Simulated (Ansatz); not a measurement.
**InSb wire along [111], 14 atoms a period, H-terminated: bands by functional**

Wanted: the relaxed geometry and the bands of the InSb wire along [111], 14 atoms a period, H-terminated.

Method: DFT PBE, plane waves, PAW; relaxation of a wire's period; PAW set soft_1, in the first sound run; inputs show where later runs differ, in Ansatz 0.2.0.

Most raw output is cut from this account.

## Step 1: Starting point

The cell holds 32 atoms: 7 In, 7 Sb and 18 H. Cell: a = 14.395 Å, b = 15.541 Å, c = 11.483 Å, α = 90.0°, β = 90.0°, γ = 90.0°. Vacuum lies along a and b. The structure's axis is c.

## Step 2: Relaxing the period

Band widths follow the bond lengths, so the wire is relaxed first. The atoms and the third cell vector are free; the box across stays fixed as vacuum. A Fermi-Dirac smearing is set since the result may be a metal. The pressure printed is a third of the stress's trace over the whole box, vacuum included; only the stress along the axis is relaxed.

input.yaml

```yaml
crystal:
  lattice:
    - [14.395, 0.0, 0.0]
    - [0.0, 15.541, 0.0]
    - [0.0, 0.0, 11.4834968542]
  atoms:
    - { symbol: In, position: [0.337156229, 0.413843586, 0.0] }
    - { symbol: In, position: [0.499994644, 0.675089919, 0.0] }
    - { symbol: Sb, position: [0.337156229, 0.413843586, 0.25] }
    - { symbol: Sb, position: [0.499994644, 0.675089919, 0.25] }
    - { symbol: Sb, position: [0.662833058, 0.413843586, 0.25] }
    - { symbol: H, position: [0.236193123, 0.642000475, 0.281664983] }
    - { symbol: H, position: [0.499994644, 0.218776141, 0.281664983] }
    - { symbol: H, position: [0.763796164, 0.642000475, 0.281664983] }
[... 20 atom lines left out ...]
    - { symbol: H, position: [0.60095775, 0.729082586, 0.94833165] }
    - { symbol: H, position: [0.662833058, 0.305858251, 0.94833165] }
    - { symbol: H, position: [0.763796164, 0.467836254, 0.94833165] }
    - { symbol: In, position: [0.662833058, 0.413843586, 0.0] }
kpoints:
  mp_grid: { grid: [1, 1, 7] }
scf:
  occupations: { method: fermi_dirac, width: 0.05 }
hamiltonian:
  xc: pbe
  pseudopotentials: { kind: paw, azcp: { folder: soft_1 } }
relax:
  cell: { fix: [a, b, alpha, beta, gamma] }
  max_steps: 45
  f_tol: 0.03
```

On the command line:

```bash
ansatz run input.yaml --threads 4 --pin off --max-ram 16384MiB --backend cpu --events-out ev --progress --plain --runs-dir out
```

The job ended after 4.6 min (4 threads of Arm Neoverse V2, shared host; peak memory 5.6 GiB).

Relaxation path:

```tsv
step	energy less that of the first step (eV)	largest force component (eV/Å)	pressure (GPa)	volume (Å³)
1	0.0000	1.2457	-0.31	2569.00
2	-0.9956	0.4169	-0.08	2569.34
3	-1.3615	0.3282	0.03	2564.78
4	-1.4467	0.1219	0.01	2589.84
5	-1.4671	0.0517	0.00	2594.35
6	-1.4712	0.0217	-0.01	2595.56
7*	-1.4736	0.0217	-0.01	2595.56
```

Relaxation steps marked * repeat the geometry before them on a plane-wave basis chosen anew for their cell, so energy and pressure can jump there.

Forces are held to the 2 operations that the run works with; a distortion that breaks them can't arise in this run.

```tsv
cell as run	before	after	change
c (Å)	11.483	11.602	+1.0 %
```

The atoms that moved most (Å, along periodic axes as changes of fractional coordinates times the final cell, across vacuum about the mean position):

```tsv
atom	dx	dy	dz	length
In24	0.000	0.001	0.463	0.463
Sb25	0.000	0.000	0.349	0.349
Sb16	0.000	0.240	-0.103	0.262
Sb15	0.208	-0.120	-0.104	0.261
Sb17	-0.208	-0.120	-0.104	0.261
H9	0.204	0.118	0.027	0.237
H11	-0.204	0.118	0.027	0.237
H10	0.000	-0.234	0.027	0.235
```

Numbers from this step:

```yaml
cell_length_along_the_wire: 11.60 Å
```

The cell's length comes to 11.602 Å with spin left out.

## Step 3: The wire at its relaxed period

This step: DFT PBE, plane waves, PAW; bands of a perfect wire; PAW set soft_1 (Ansatz 0.2.0).

At the relaxed period the bands are computed along the axis; those that cross an energy going forward count the channels that a perfect wire would open there.

input.yaml

```yaml
crystal:
  lattice:
    - [14.395, 0.0, 0.0]
    - [0.0, 15.541, 0.0]
    - [0.0, 0.0, 11.6021899822]
  atoms:
    - { symbol: In, position: [0.328081956, 0.408921701, 0.987391119] }
    - { symbol: In, position: [0.5, 0.684867252, 0.987333051] }
    - { symbol: Sb, position: [0.345322249, 0.418229611, 0.239683729] }
    - { symbol: Sb, position: [0.5, 0.666454653, 0.239627886] }
    - { symbol: Sb, position: [0.654677751, 0.418229611, 0.239683729] }
    - { symbol: H, position: [0.230236765, 0.645140684, 0.29721943] }
    - { symbol: H, position: [0.5, 0.212436831, 0.29720004] }
    - { symbol: H, position: [0.769763235, 0.645140684, 0.29721943] }
[... 20 atom lines left out ...]
    - { symbol: H, position: [0.608148383, 0.726535613, 0.952043847] }
    - { symbol: H, position: [0.656884499, 0.301289073, 0.952220306] }
    - { symbol: H, position: [0.765042382, 0.47472099, 0.952090815] }
    - { symbol: In, position: [0.671918044, 0.408921701, 0.987391119] }
kpoints:
  mp_grid: { grid: [1, 1, 7] }
  band_path: { path: ["Γ", Z], npoints: 90 }
scf:
  occupations: { method: fermi_dirac, width: 0.05 }
hamiltonian:
  xc: pbe
  pseudopotentials: { kind: paw, azcp: { folder: soft_1 } }
output:
  dos: { e_range: [-5, 4] }
  write_potential: true
  write_density: true
  volumetric_format: npy
```

It took 12 min on 4 threads; peak memory 12 GiB; 45 min of CPU time.

This step gave:

| Item | Value |
| --- | --- |
| band gap | 2.418 eV |

The electronic bands at the labelled points (eV, zero at the Fermi level; v1 is the highest filled band, c1 the lowest empty one):

```tsv
point	v4	v3	v2	v1	c1	c2	c3	c4
Γ	-1.58	-1.39	-1.39	-1.18	1.23	1.91	1.91	2.04
halfway	-1.56	-1.38	-1.35	-1.35	1.24	1.73	1.74	1.99
Z	-1.56	-1.56	-1.31	-1.31	1.26	1.67	1.67	1.87
```

The gap is 2.42 eV, with spin left out.

The path shows a direct gap of 2.42 eV (valence top at Γ, conduction bottom at Γ).

## Step 4: Levels at the same atoms, cutoff 500 eV, k-mesh 1×1×6

This step: DFT r2SCAN, plane waves, PAW; bands of a perfect wire at the PBE geometry; PAW set soft_1 (Ansatz 0.2.0).

The atoms stay at the PBE geometry and the functional changes. r2SCAN also reads the kinetic-energy density; it often gives larger moments and wider gaps than PBE, at a higher cost. Against the first PBE run of this kind, the cutoff is 500 eV against 420 and the mesh along the wire has 6 points against 7.

input.yaml, as its differences from that of step 3:

```diff
@@ -39,3 +39,3 @@
 kpoints:
-  mp_grid: { grid: [1, 1, 7] }
+  mp_grid: { grid: [1, 1, 6] }
   band_path: { path: ["Γ", Z], npoints: 90 }
@@ -44,8 +44,3 @@
 hamiltonian:
-  xc: pbe
+  xc: r2scan
   pseudopotentials: { kind: paw, azcp: { folder: soft_1 } }
-output:
-  dos: { e_range: [-5, 4] }
-  write_potential: true
-  write_density: true
-  volumetric_format: npy
```

The job ended after 20 min (4 threads; peak memory 12 GiB; 78 min of CPU time).

Numbers from this step:

```yaml
band_gap: 2.739 eV
```

The electronic bands at the labelled points (eV, zero at the Fermi level; v1 is the highest filled band, c1 the lowest empty one):

```tsv
point	v4	v3	v2	v1	c1	c2	c3	c4
Γ	-1.76	-1.56	-1.56	-1.34	1.42	2.09	2.10	2.19
halfway	-1.75	-1.54	-1.52	-1.52	1.40	1.92	1.92	2.23
Z	-1.74	-1.74	-1.48	-1.48	1.40	1.85	1.85	2.13
```

The gap is 2.74 eV, against 2.42 eV under PBE at the relaxed period.

## Step 5: Another level of theory, level HSE06, cutoff 420 eV

This step: DFT HSE06, plane waves, PAW; levels of a perfect wire at the PBE geometry; PAW set soft_1 (Ansatz 0.2.0).

The atoms stay at the PBE geometry and the functional changes. HSE06 mixes in a quarter of short-range exact exchange, which removes part of the self-interaction that closes gaps; it is dear, so the mesh is thinner and no path is run. Against the first PBE run of this kind, the mesh along the wire has 3 points against 7.

input.yaml, as its differences from that of step 4:

```diff
@@ -39,4 +39,3 @@
 kpoints:
-  mp_grid: { grid: [1, 1, 6] }
-  band_path: { path: ["Γ", Z], npoints: 90 }
+  mp_grid: { grid: [1, 1, 3] }
 scf:
@@ -44,3 +43,3 @@
 hamiltonian:
-  xc: r2scan
+  xc: hse06
   pseudopotentials: { kind: paw, azcp: { folder: soft_1 } }
```

Wall time 7 min (4 threads); peak memory 6.1 GiB; 28 min of CPU time.

Numbers from this step:

- band gap: 3.119 eV

The gap is 3.12 eV, against 2.42 eV under PBE at the relaxed period.

## Step 6: Outcome

| Quantity | Value |
| --- | --- |
| cell length, PBE | 11.60 Å |
| gap, PBE | 2.42 eV |
| gap, r2SCAN | 2.74 eV |
| gap, HSE06 | 3.12 eV |

What this shows: Under PBE the cell's length is 11.60 Å, and a gap of 2.42 eV makes it a semiconductor. At the relaxed period the wire is gapped under every functional, from 2.42 eV (PBE) to 3.12 eV (HSE06). Weak screening in one dimension makes quasiparticle gaps larger than the semilocal gaps, as a rule. Plain hydrogen on a compound's surface is a simple closure: it may leave surface states, and facets that end in unlike atoms put a field across the wire, both of which shrink the gap. Spin-orbit coupling is left out, which matters for the bands of heavy atoms. A hybrid's gap is read on a coarse mesh, without a band path.

[Logs are printed without paths, hosts, clocks, repeated set-up lines and the standing remarks that a program may print on its own settings, such as how far it seeks lower states.]

[Hosts, paths, dates, database ids (printed as entryN), source tags and the programs' standing remarks are cut or masked in the printed files.]
